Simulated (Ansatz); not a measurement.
# armchair BAs nanoribbon (N = 3, H edges): bands by functional and under strain, part 3 of 4

What gap, if any, does the armchair BAs nanoribbon (N = 3, H edges) have, and how does it change with the functional and under strain?

Ansatz 0.2.0; DFT PBE, plane waves, PAW; relaxation of a wire's period (the session's first sound run).

So far, band gap (eV): step 3 (bands of the perfect wire, PBE) 1.37; step 4 (levels at the same atoms, level LDA, cutoff 420 eV, LDA PBE) 1.35; step 5 (another level of theory, level PBEsol, cutoff 420 eV, PBEsol PBE) 1.37; step 6 (levels at the same atoms, level r2SCAN, cutoff 500 eV, r2SCAN PBE) 1.61; step 7 (levels at the same atoms, level HSE06, cutoff 420 eV, HSE06 PBE) 1.91.

## 9. With spin-orbit coupling

This step: DFT PBE, plane waves, fully relativistic PAW; bands of a perfect wire with spin-orbit coupling (Ansatz 0.2.0).

Spin-orbit coupling mixes the spins and splits bands that cross or touch without it, so it can open or close channels. Fully relativistic datasets take the place of the scalar ones. Against the first PBE run of this kind, the mesh along the wire has 9 points against 14.

The input, input.yaml:

```yaml
crystal:
  lattice:
    - [12.993, 0.0, 0.0]
    - [0.0, 7.0, 0.0]
    - [0.0, 0.0, 5.9140757994]
  atoms:
    - { symbol: B, position: [0.369814341, 0.5, 0.001954429] }
    - { symbol: B, position: [0.630177639, 0.5, 0.001954429] }
    - { symbol: As, position: [0.375766649, 0.5, 0.325962373] }
    - { symbol: As, position: [0.624225331, 0.5, 0.325962373] }
    - { symbol: H, position: [0.275960502, 0.5, 0.454242886] }
    - { symbol: H, position: [0.724031478, 0.5, 0.454242886] }
    - { symbol: B, position: [0.49999599, 0.5, 0.50665711] }
    - { symbol: As, position: [0.49999599, 0.5, 0.840919262] }
    - { symbol: H, position: [0.288748765, 0.5, 0.907147363] }
    - { symbol: H, position: [0.711243215, 0.5, 0.907147363] }
kpoints:
  mp_grid: { grid: [1, 1, 9] }
  band_path: { path: ["Γ", Z], npoints: 50 }
scf:
  occupations: { method: fermi_dirac, width: 0.05 }
hamiltonian:
  xc: pbe
  pseudopotentials: { kind: paw_fr }
magnetization:
  noncollinear: true
  spin_orbit: true
```

Launch:

```sh
ansatz run input.yaml --threads 8 --pin off --max-ram 16384MiB --backend cpu --events-out ev --progress --plain --runs-dir out
```

Numbers of over 12 decimals in the logs are rounded to 6 here.

The program printed:

```text
[...]
non-collinear run that drives no moment, with spin-orbit: no starting moment large enough to seed its density (crystal.atoms[].spin), no starting occupations that ask for one, no magnetisation constraint and no magnetic field, so the semilocal B_xc is pinned to zero
Crystal: 10 atoms, lattice volume = 537.891 Å³
Basis set: ecut = 420 eV, 10559 PW (Γ)
Bands: 78, of which v1, the nominal top of the filled ones, is band 58 counted from 1 (57 counted from 0)
Symmetry: 4 space group operations + 4 with time reversal
[...]
k-points: 5 of 9 (time reversal used)
Projection manifold: j_resolved (fully-relativistic pseudo-atomic orbitals)
[...]
SCF iter   1: F=—  HF=-15100.728997 eV  |F-HF|=—  |Δ(HF+E_count)|=         —  Δρ=3.99e-2  dr2=1.19e1  dr2_m=0.00e0 (ungated)  ethr=3.10e-3  |M|=0.00e0 ∫|m|=0.00e0 μB  |m|>n=0.0e0 m-floor=0.0e0 τ_xc=0.0e0  β_m=0.30  ⟨swp⟩=9.4  Hψ=2161  notcnv=0  defer=25
[...]
spin=Noncollinear: Resta preconditioning applied to the charge; magnetization (m_x, m_y, m_z) channels mix plain (no charge-response kernel on spin).
SCF iter   2: F=—  HF=-15097.992197 eV  |F-HF|=—  |Δ(HF+E_count)|=    2.74e0  Δρ=2.28e-2  dr2=2.64e0  dr2_m=0.00e0 (ungated)  ethr=3.10e-3  |M|=0.00e0 ∫|m|=0.00e0 μB  |m|>n=0.0e0 m-floor=0.0e0 τ_xc=0.0e0  β_m=0.40  ⟨swp⟩=3.0  Hψ=624  notcnv=0  defer=68
[...]
SCF iter   9: F=-15097.085957 eV  HF=-15097.085957 eV  |F-HF|=1.48e-8  |Δ(HF+E_count)|=   6.31e-7  Δρ=3.67e-6  dr2=9.49e-8  dr2_m=0.00e0 (ungated)  ethr=1.72e-10  |M|=0.00e0 ∫|m|=0.00e0 μB  |m|>n=0.0e0 m-floor=0.0e0 τ_xc=0.0e0  ⟨swp⟩=16.4  Hψ=2526  notcnv=0
SCF 1 converged in 9 iterations: F = -15097.085957 eV  dr2 = 9.49e-8
[...]
SCF converged after 9 iterations
Magnetization: |M| = 0.0000 μB,  M = (+0.0000, +0.0000, +0.0000) μB
Absolute magnetization: 0.0000 μB (∫|m|)
  site 0: m = (+0.0000, +0.0000, +0.0000) μB, |m| = 0.0000 μB  (R = 0.49 Å)
  site 1: m = (+0.0000, +0.0000, +0.0000) μB, |m| = 0.0000 μB  (R = 0.49 Å)
  site 2: m = (+0.0000, +0.0000, +0.0000) μB, |m| = 0.0000 μB  (R = 0.62 Å)
  site 3: m = (+0.0000, +0.0000, +0.0000) μB, |m| = 0.0000 μB  (R = 0.62 Å)
  site 4: m = (+0.0000, +0.0000, +0.0000) μB, |m| = 0.0000 μB  (R = 0.62 Å)
  site 5: m = (+0.0000, +0.0000, +0.0000) μB, |m| = 0.0000 μB  (R = 0.62 Å)
  site 6: m = (+0.0000, +0.0000, +0.0000) μB, |m| = 0.0000 μB  (R = 0.80 Å)
  site 7: m = (+0.0000, +0.0000, +0.0000) μB, |m| = 0.0000 μB  (R = 0.80 Å)
  site 8: m = (+0.0000, +0.0000, +0.0000) μB, |m| = 0.0000 μB  (R = 0.49 Å)
  site 9: m = (+0.0000, +0.0000, +0.0000) μB, |m| = 0.0000 μB  (R = 0.49 Å)
Free energy (F): -15097.085957 eV
[...]
Internal energy: -15097.085956 eV  (E = F + TS)
E sigma→0 (E₀):  -15097.085956 eV
Entropy (-TS):   -0.000000 eV (-0.000 meV/atom)
Fermi energy:    -1.686726 eV
[...]
--- Band table (eV; the first three rows and the last of 5) ---
  k-point 0: bands = [... 54 lower, -3.3038, -3.3038, -2.3723, -2.3723, -1.0014, -1.0014, 0.3564, 0.3564, ... 16 higher]
  k-point 1: bands = [... 54 lower, -3.2898, -3.2898, -2.6321, -2.6321, -0.7162, -0.7162, 0.2877, 0.2877, ... 16 higher]
  k-point 2: bands = [... 54 lower, -3.2531, -3.2531, -3.1216, -3.1216, -0.1535, -0.1535, 0.1224, 0.1224, ... 16 higher]
  k-point 4: bands = [... 54 lower, -4.0385, -4.0385, -3.1786, -3.1786, -0.1636, -0.1636, 0.8335, 0.8335, ... 16 higher]
```

It took 19 s on 8 threads of AMD EPYC 9R45, shared host; peak memory 4.9 GiB.

Numbers from this step:

* band gap: 1.371 eV

Electronic bands along the path, in eV, zero at the Fermi level:

```
  point  band 55  band 56  band 57  band 58  band 59  band 60  band 61  band 62
      Γ    -1.62    -1.62    -0.69    -0.69     0.69     0.69     2.04     2.04
halfway    -1.56    -1.56    -1.56    -1.56     1.69     1.69     1.76     1.76
      Z    -2.45    -2.45    -1.49    -1.49     1.51     1.51     2.53     2.53
```

The gap is 1.37 eV, against 1.37 eV under PBE at the relaxed period, with no moment.

## 10. Strain along the wire, period over the relaxed period 0.94, k-mesh 1×1×11

This step: DFT PBE, plane waves, PAW; relaxation at a fixed period (Ansatz 0.2.0).

The period is set to 0.94 times the relaxed one and the atoms relax within it: strain changes bond lengths and angles, which shifts the bands against each other. Against the first PBE run of this kind, the mesh along the wire has 11 points against 14.

The cell differs from the one that the last finished run ended in (c 5.914 → 5.559 Å).

Edit input.yaml of step 9 so:

```diff
@@ -4,3 +4,3 @@
     - [0.0, 7.0, 0.0]
-    - [0.0, 0.0, 5.9140757994]
+    - [0.0, 0.0, 5.5592312515]
   atoms:
@@ -17,3 +17,3 @@
 kpoints:
-  mp_grid: { grid: [1, 1, 9] }
+  mp_grid: { grid: [1, 1, 11] }
   band_path: { path: ["Γ", Z], npoints: 50 }
@@ -23,5 +23,6 @@
   xc: pbe
-  pseudopotentials: { kind: paw_fr }
-magnetization:
-  noncollinear: true
-  spin_orbit: true
+relax:
+  max_steps: 40
+  f_tol: 0.02
+output:
+  stress: true
```

The program printed:

```text
Warning: output.stress: scf.convergence.dr2_threshold = 1e-7 eV (the SCF's general default) is looser than the 1e-9 eV advised for a printed stress (1e-10 eV for each atom of the cell: 10). What an SCF threshold leaves in a stress goes as its square root, and in the free energy as the threshold itself, and one threshold admits the most on a small cell: [figures from the program's tests cut] Every solve of this run an [...]
[...]
Crystal: 10 atoms, lattice volume = 505.618 Å³
Basis set: ecut = 420 eV, 9879 PW (Γ), exchange–correlation on 180×96×80 points (8 copies of the dense FFT grid, shifted against one another)
Bands: 39, of which v1, the nominal top of the filled ones, is band 29 counted from 1 (28 counted from 0)
Symmetry: 4 space group operations
[...]
k-points: 6 of 11 (time reversal used)
[...]
SCF iter   1: F=—  HF=-15096.144821 eV  |F-HF|=—  |Δ(HF+E_count)|=         —  Δρ=1.58e-3  dr2=4.41e-2  ethr=1.77e-3  ⟨swp⟩=7.7  Hψ=1114  notcnv=0  defer=5
[...]
SCF iter   6: F=-15096.155633 eV  HF=-15096.155632 eV  |F-HF|=1.31e-6  |Δ(HF+E_count)|=   6.13e-6  Δρ=1.17e-5  dr2=1.07e-6  ethr=9.53e-9  ⟨swp⟩=3.0  Hψ=784  notcnv=0
SCF 1 converged in 6 iterations: F = -15096.155633 eV  dr2 = 1.07e-6
[...]
relax step   1: F+E_penalty+E_count = -15096.15563325 eV  Δ(F+E_penalty+E_count) = +0.000e0 eV  max|allowed force component| = 1.671e0 eV/Å  Δτ_max = 0.0000 Å  (6 SCF iters, dr2 threshold 1.00e-5 eV, accepted)
[...]
SCF iter   5: F=-15096.406201 eV  HF=-15096.406210 eV  |F-HF|=8.97e-6  |Δ(HF+E_count)|=   3.02e-5  Δρ=5.81e-5  dr2=2.59e-5  ethr=1.72e-7  ⟨swp⟩=3.0  Hψ=844  notcnv=0
SCF 2 converged in 5 iterations: F = -15096.406201 eV  dr2 = 2.59e-5
[...]
relax step   2: F+E_penalty+E_count = -15096.40620134 eV  Δ(F+E_penalty+E_count) = -2.506e-1 eV  max|allowed force component| = 7.019e-1 eV/Å  Δτ_max = 0.0993 Å  (5 SCF iters, dr2 threshold 1.00e-4 eV, accepted)
SCF iter   1: F=—  HF=-15096.478300 eV  |F-HF|=—  |Δ(HF+E_count)|=         —  Δρ=4.16e-3  dr2=7.32e-2  ethr=1.45e-3  ⟨swp⟩=3.7  Hψ=521  notcnv=0  defer=17
[...]
SCF iter   5: F=-15096.462140 eV  HF=-15096.462146 eV  |F-HF|=5.68e-6  |Δ(HF+E_count)|=   1.63e-5  Δρ=4.22e-5  dr2=1.49e-5  ethr=5.31e-8  ⟨swp⟩=3.5  Hψ=889  notcnv=0
SCF 3 converged in 5 iterations: F = -15096.462140 eV  dr2 = 1.49e-5
relax step   3: F+E_penalty+E_count = -15096.46214025 eV  Δ(F+E_penalty+E_count) = -5.594e-2 eV  max|allowed force component| = 9.995e-2 eV/Å  Δτ_max = 0.0748 Å  (5 SCF iters, dr2 threshold 3.08e-5 eV, accepted)
[...]
relax step   4: F+E_penalty+E_count = -15096.46283016 eV  Δ(F+E_penalty+E_count) = -6.899e-4 eV  max|allowed force component| = 1.750e-2 eV/Å  Δτ_max = 0.0051 Å  (4 SCF iters, dr2 threshold 6.24e-7 eV, accepted)
[...]
SCF iter   2: F=-15096.462830 eV  HF=-15096.462830 eV  |F-HF|=1.15e-8  |Δ(HF+E_count)|=   3.79e-6  Δρ=2.76e-6  dr2=3.00e-8  ethr=1.72e-10  ⟨swp⟩=3.0  Hψ=855  notcnv=0
SCF 5 converged in 2 iterations: F = -15096.462830 eV  dr2 = 3.00e-8
relax step   5: F+E_penalty+E_count = -15096.46283020 eV  Δ(F+E_penalty+E_count) = -4.432e-8 eV  max|allowed force component| = 1.762e-2 eV/Å  Δτ_max = 0.0000 Å  (2 SCF iters, accepted)
[...]
the band table was solved once a step of the walk had ended and its energy, with any forces and stress, was formed, with the checks that follow a solve (1286 applications of the Hamiltonian). They found nothing against the state; the energy, forces and stress were not computed again (output.eigenvalues in the input reference)
[...]
SCF converged after 2 iterations
Free energy (F): -15096.462830 eV
[...]
Internal energy: -15096.462829 eV  (E = F + TS)
E sigma→0 (E₀):  -15096.462830 eV
Entropy (-TS):   -0.000001 eV (-0.000 meV/atom)
Fermi energy:    -1.335814 eV
[...]
--- Forces (eV/Å), atoms counted from 1 ---
  atom   1  B     -0.00834468     0.00000000    -0.01496214
  atom   2  B      0.00834468    -0.00000000    -0.01496214
  atom   3  As    -0.00187685     0.00000000    -0.00190074
  atom   4  As     0.00187685    -0.00000000    -0.00190074
  atom   5  H      0.00743331    -0.00000000    -0.00108155
  atom   6  H     -0.00743331     0.00000000    -0.00108155
  atom   7  B     -0.00000000     0.00000000     0.00342125
  atom   8  As     0.00000000     0.00000000     0.01762431
  atom   9  H      0.01128326    -0.00000000     0.00743394
  atom  10  H     -0.01128326     0.00000000     0.00743394
  max |Σ_I F_I| component: 2.46e-5 eV/Å
--- Stress (GPa, compression-positive) ---
       -0.020207      -0.000000      -0.000000
       -0.000000       0.270991       0.000000
       -0.000000       0.000000       2.544348
  P = ⅓ Tr σ = 0.9317 GPa (9.317 kbar)
--- Band table (eV; the first three rows and the last of 6) ---
  k-point 0: bands = [... 25 lower, -4.7013, -4.4465, -3.2756, -1.9433, -0.7284, 0.6624, 0.9356, 1.6361, ... 6 higher]
  k-point 1: bands = [... 25 lower, -4.7571, -4.4269, -3.2610, -2.1657, -0.5055, 0.5915, 0.9439, 1.6656, ... 6 higher]
  k-point 2: bands = [... 25 lower, -4.9052, -4.4251, -3.2206, -2.6047, -0.0634, 0.4109, 0.9565, 1.7493, ... 6 higher]
  k-point 5: bands = [... 25 lower, -5.0687, -4.3622, -3.9071, -3.0734, -0.1114, 1.0849, 1.3194, 1.6376, ... 6 higher]
--- Relaxed structure (5 steps of the walk, 5 accepted, 0 SCFs on fresh bases) ---
  F+E_penalty+E_count = -15096.46283020 eV   max|allowed force component| = 1.762e-2 eV/Å
  atoms:
    - { symbol: B, position: [0.365342, 0.500000, -0.00663308] }
    - { symbol: B, position: [0.634650, 0.500000, -0.00663308] }
    - { symbol: As, position: [0.371053, 0.500000, 0.332564] }
    - { symbol: As, position: [0.628939, 0.500000, 0.332564] }
    - { symbol: H, position: [0.275690, 0.500000, 0.484335] }
    - { symbol: H, position: [0.724302, 0.500000, 0.484335] }
    - { symbol: B, position: [0.499996, 0.500000, 0.500401] }
    - { symbol: As, position: [0.499996, 0.500000, 0.846733] }
    - { symbol: H, position: [0.287736, 0.500000, 0.879262] }
    - { symbol: H, position: [0.712256, 0.500000, 0.879262] }
```

Run time: 4.1 s. Hardware: 8 threads; peak memory 1.6 GiB; 30 s of CPU time.

The steps of the relaxation:

| step | energy less that of the first step (eV) | largest force component (eV/Å) |
| --- | --- | --- |
| 1 | 0.0000 | 1.6713 |
| 2 | -0.2506 | 0.7019 |
| 3 | -0.3065 | 0.1000 |
| 4 | -0.3072 | 0.0175 |
| 5 | -0.3072 | 0.0176 |

The run keeps the 4 symmetry operations that it works with, so distortions that break them were not tested.

The atoms that moved most (Å):

| atom | dx | dy | dz | length |
| --- | --- | --- | --- | --- |
| H6 | 0.004 | 0.000 | 0.167 | 0.167 |
| H5 | -0.004 | 0.000 | 0.167 | 0.167 |
| H9 | -0.013 | 0.000 | -0.155 | 0.156 |
| H10 | 0.013 | 0.000 | -0.155 | 0.156 |
| B2 | 0.058 | 0.000 | -0.048 | 0.075 |
| B1 | -0.058 | 0.000 | -0.048 | 0.075 |
| As3 | -0.061 | 0.000 | 0.037 | 0.071 |
| As4 | 0.061 | 0.000 | 0.037 | 0.071 |

The relaxed structure:

```xyz
10
Lattice="12.9930 0.0000 0.0000 0.0000 7.0000 0.0000 0.0000 0.0000 5.5592" Properties=species:S:1:pos:R:3
B     4.7469    3.5000   -0.0369
B     8.2460    3.5000   -0.0369
As    4.8211    3.5000    1.8488
As    8.1718    3.5000    1.8488
H     3.5820    3.5000    2.6925
H     9.4109    3.5000    2.6925
B     6.4964    3.5000    2.7818
As    6.4964    3.5000    4.7072
H     3.7386    3.5000    4.8880
H     9.2543    3.5000    4.8880
```

Numbers from this step:

- band gap: 1.215 eV

Electronic bands along the path, in eV, zero at the Fermi level:

| point | band 26 | band 27 | band 28 | band 29 | band 30 | band 31 | band 32 | band 33 |
| --- | --- | --- | --- | --- | --- | --- | --- | --- |
| Γ | -3.37 | -3.11 | -1.94 | -0.61 | 0.61 | 2.00 | 2.27 | 2.97 |
| halfway | -3.58 | -3.17 | -1.84 | -1.62 | 1.58 | 1.63 | 2.30 | 3.18 |
| Z | -3.71 | -2.94 | -2.67 | -1.73 | 1.21 | 2.43 | 2.75 | 2.94 |

The gap is 1.21 eV, against 1.37 eV under PBE at the relaxed period.

## 11. Strain along the wire, period over the relaxed period 1.03, k-mesh 1×1×10

The period is set to 1.03 times the relaxed one and the atoms relax within it: strain changes bond lengths and angles, which shifts the bands against each other. Against the first PBE run of this kind, the mesh along the wire has 10 points against 14.

The cell differs from the one that the last finished run ended in (c 5.559 → 6.091 Å).

Edit input.yaml of step 10 so:

```diff
@@ -4,3 +4,3 @@
     - [0.0, 7.0, 0.0]
-    - [0.0, 0.0, 5.5592312515]
+    - [0.0, 0.0, 6.0914980734]
   atoms:
@@ -17,3 +17,3 @@
 kpoints:
-  mp_grid: { grid: [1, 1, 11] }
+  mp_grid: { grid: [1, 1, 10] }
   band_path: { path: ["Γ", Z], npoints: 50 }
```

The program printed:

```text
[...]
Crystal: 10 atoms, lattice volume = 554.028 Å³
Basis set: ecut = 420 eV, 10845 PW (Γ), exchange–correlation on 180×96×90 points (8 copies of the dense FFT grid, shifted against one another)
Bands: 39, of which v1, the nominal top of the filled ones, is band 29 counted from 1 (28 counted from 0)
Symmetry: 4 space group operations
[...]
- { symbol: As, position: [0.378090, 0.500000, 0.322986] }
    - { symbol: As, position: [0.621902, 0.500000, 0.322986] }
    - { symbol: H, position: [0.276086, 0.500000, 0.439324] }
    - { symbol: H, position: [0.723906, 0.500000, 0.439324] }
    - { symbol: B, position: [0.499996, 0.500000, 0.508959] }
    - { symbol: As, position: [0.499996, 0.500000, 0.838767] }
    - { symbol: H, position: [0.289198, 0.500000, 0.921085] }
    - { symbol: H, position: [0.710794, 0.500000, 0.921085] }
[key lines of the parts left out:]
SCF converged after 5 iterations
Free energy (F): -15096.653190 eV
Fermi energy:    -1.843849 eV
P = ⅓ Tr σ = -0.2577 GPa (-2.577 kbar)
```

The job ended after 4 s (8 threads; peak memory 1.7 GiB).

(Part 3 of 4 ends here.)

[Logs are printed without paths, hosts, clocks, repeated set-up lines and the standing remarks that a program may print on its own settings, such as how far it seeks lower states.]

[Hosts, paths, dates, database ids (printed as entryN), source tags and the programs' standing remarks are cut or masked in the printed files.]
